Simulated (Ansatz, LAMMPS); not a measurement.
# Glassy 85GeO2-15Li2O (mol %) (78 atoms): where an added charge goes: runs compared

Does an extra electron or hole in glassy 85GeO2-15Li2O (mol %) (78 atoms) stay spread out, or do the atoms trap it?

Computed with Ansatz 0.2.0: Kohn-Sham DFT, PBE, PAW (set soft_2), plane waves.

**1. The cell as built**

The cell holds 78 atoms: 22 Ge, 8 Li and 48 O. Cell: a = 10.430 Å, b = 10.430 Å, c = 10.430 Å, α = 90.0°, β = 90.0°, γ = 90.0°. 78 atoms (22 Ge, 8 Li, 48 O) placed at random at 3.6 g/cm³, melted at 4000 K for 10 ps at fixed volume with the Morse and Coulomb pair potential with partial charges (Pedone, Malavasi, Menziani, Cormack and Segre, J. Phys. Chem. B 110, 11780 (2006)). Quenched from 4000 K to 300 K at 300 K/ps and fixed volume, held 10 ps at zero pressure.

What the set-up can't give: The quench rate of 300 K/ps is orders of magnitude faster than experiment, which tends to freeze in extra defects. The network of bonds at the start is that of the classical potential that made the cell, and needn't be the one that DFT or experiment would give. Only the Γ point is sampled, in a cell whose shortest periodic width is 10 Å.

**2. The reference run**

The reference is a single point at the end of the relaxation.

The charged cells start from the geometry of this run, on a uniform background, with spin and a narrow Fermi–Dirac smearing.

Its input, with most atom lines left out:

```yaml
crystal:
  lattice:
    - [10.43027, 0.0, 0.0]
    - [0.0, 10.43027, 0.0]
    - [0.0, 0.0, 10.43027]
  atoms:
    - { symbol: Ge, position: [0.66781, 0.54307, 0.61549] }
    - { symbol: Ge, position: [0.12495, 0.7747, 0.84554] }
    - { symbol: Ge, position: [0.62141, 0.92013, 0.94522] }
    - { symbol: Ge, position: [0.43027, 0.33134, 0.66702] }
    - { symbol: Ge, position: [0.92512, 0.63163, 0.09707] }
    - { symbol: Ge, position: [0.77918, 0.07885, 0.4201] }
    - { symbol: Ge, position: [0.42857, 0.69869, 0.32978] }
    [... atom lines 8 to 78 left out ...]
kpoints:
  mp_grid: { grid: [1, 1, 1] }
hamiltonian:
  xc: pbe
scf:
  occupations: { method: gaussian, width: 0.025 }
output:
  forces: true
  stress: true
  populations: true
  dos:
    method: { smearing: { sigma: 0.08 } }
    de: 0.1
    projected: { site_lists: { Ge: [Ge], Li: [Li], O: [O] } }
  eigenvalues: true
  write_density: true
  write_potential: true
  volumetric_format: npy
  elf: true
```

| Quantity | Value |
| --- | --- |
| free energy per atom | -1581.6913 eV/atom |
| r.m.s. force component | 0.01299 eV/Å |
| pressure | -0.397 GPa |

Filled and empty levels are parted by 2.03 eV (at Γ alone); a semilocal functional tends to put such gaps too low. In a disordered cell it changes from sample to sample, and tail or defect levels can set it.

**3. The runs**

Each row is one run, on 4 threads of Arm Neoverse V1, shared host. The free energy is the program's total, comparable only between runs with the same functional, potentials and atoms; between charge states it hangs on the program's zero of potential.

```tsv
run	atoms	outcome	ionic steps, all passes	free energy (eV)	time	host memory (GiB)
Single point at the start	78	converged	-	-123361.408	15 s	1.5
Relaxation	78	converged	27	-123371.921	4.2 min	1.5
Single point at the relaxed geometry	78	converged	-	-123371.921	19 s	1.6
An extra electron, atoms held	78	converged	-	-123366.494	66 s	2.5
An extra electron, atoms relaxed	78	converged	3	-123366.525	95 s	2.4
An extra electron, levels at the relaxed geometry	78	converged	-	-123366.525	60 s	2.5
Neutral at the geometry of the electron	78	converged	-	-123371.892	18 s	1.5
An extra hole, atoms held	78	converged	-	-123374.981	1.7 min	2.5
An extra hole, atoms relaxed	78	converged	6	-123375.149	4.1 min	2.5
An extra hole, levels at the relaxed geometry	78	converged	-	-123375.149	87 s	2.5
Neutral at the geometry of the hole	78	converged	-	-123371.693	18 s	1.6
```

Local excerpt of 8 atoms (numbers count through the whole input) about O66, which holds the most spin of the extra hole after relaxation; x, y, z are measured from there.

```tsv
atom	x	y	z	distance (Å)	Löwdin charge (e)	moment (μB)
O66	0.00	0.00	0.00	0.00	-0.71	0.26
Ge19	-1.38	-1.03	0.00	1.73	1.52	0.00
Li29	1.47	-0.06	1.11	1.85	0.80	0.00
O56	-2.41	-0.48	1.39	2.82	-0.71	0.02
O45	1.45	-1.17	-2.19	2.87	-0.71	0.03
O44	-1.11	-2.81	-0.17	3.03	-0.74	0.00
O48	-2.64	-0.94	-1.25	3.07	-0.78	0.00
O50	2.78	-1.33	0.33	3.10	-0.75	0.00
```

**4. Energies and spread of the extra charge**

Energies are differences within one cell and functional; the shift is the gain plus the neutral cell's energy at the new geometry, that is how much cheaper the vertical process becomes there. The spread is the participation number of the site moments (1/Σw², over the spin inside atomic spheres), with the atom that holds the largest share and the spin that the spheres hold in all.

```tsv
carrier	charged less neutral, atoms held (eV)	gain on relaxing (eV)	neutral cell at that geometry, less the reference (eV)	shift of the vertical energy (eV)	spread, atoms held	spread, relaxed
electron	5.426	0.030	0.029	0.060	61; O68 3 % of 0.31 μB	59; O68 3 % of 0.34 μB
hole	-3.060	0.168	0.228	0.395	8; O66 22 % of 0.79 μB	5; O66 33 % of 0.80 μB
```

**5. What came out**

The extra electron gains 0.030 eV as the atoms relax, and its spin stays on about 59 atoms: it stays spread out at this level. The cell with the electron ends on a moment of 0.74 μB, short of the 1 μB of one unpaired electron, so the spin density holds only part of the carrier. With the atoms held, the spheres hold only 0.31 of the 0.69 μB, so the spread is read from a small part of the spin. The extra hole gains 0.17 eV as the atoms relax, and its spin goes from about 8 to 5 atoms: a partial localisation as the atoms move, with the largest share on O66. The O66–O45 distance goes from 2.98 to 2.87 Å. The hole is shared among 2 partly filled levels, as near-degenerate levels under the smearing give, and as self-interaction favours. Adding the two vertical energies gives 2.37 eV, against a gap of 2.03 eV in the neutral cell. The zero of the potential cancels in this sum; the excess isn't taken apart here: charging of a small cell, filling of bands on a coarse mesh and the attraction to the background can all enter.

Caveats: Single energies of charged cells hang on the program's zero of potential. In the spin-polarised runs the search for a state of lower energy was switched off. No distortion was seeded, so a trapped state behind a barrier can't be found. Local and semilocal functionals favour spread-out charges, so trapping can be missed. Charged cells carry a uniform background, with no correction for images.

The DFT runs together took 16 min of wall time.

[Logs are printed without paths, hosts, clocks, repeated set-up lines and the standing remarks that a program may print on its own settings, such as how far it seeks lower states.]

[Hosts, paths, dates, database ids (printed as entryN), source tags and the programs' standing remarks are cut or masked in the printed files.]
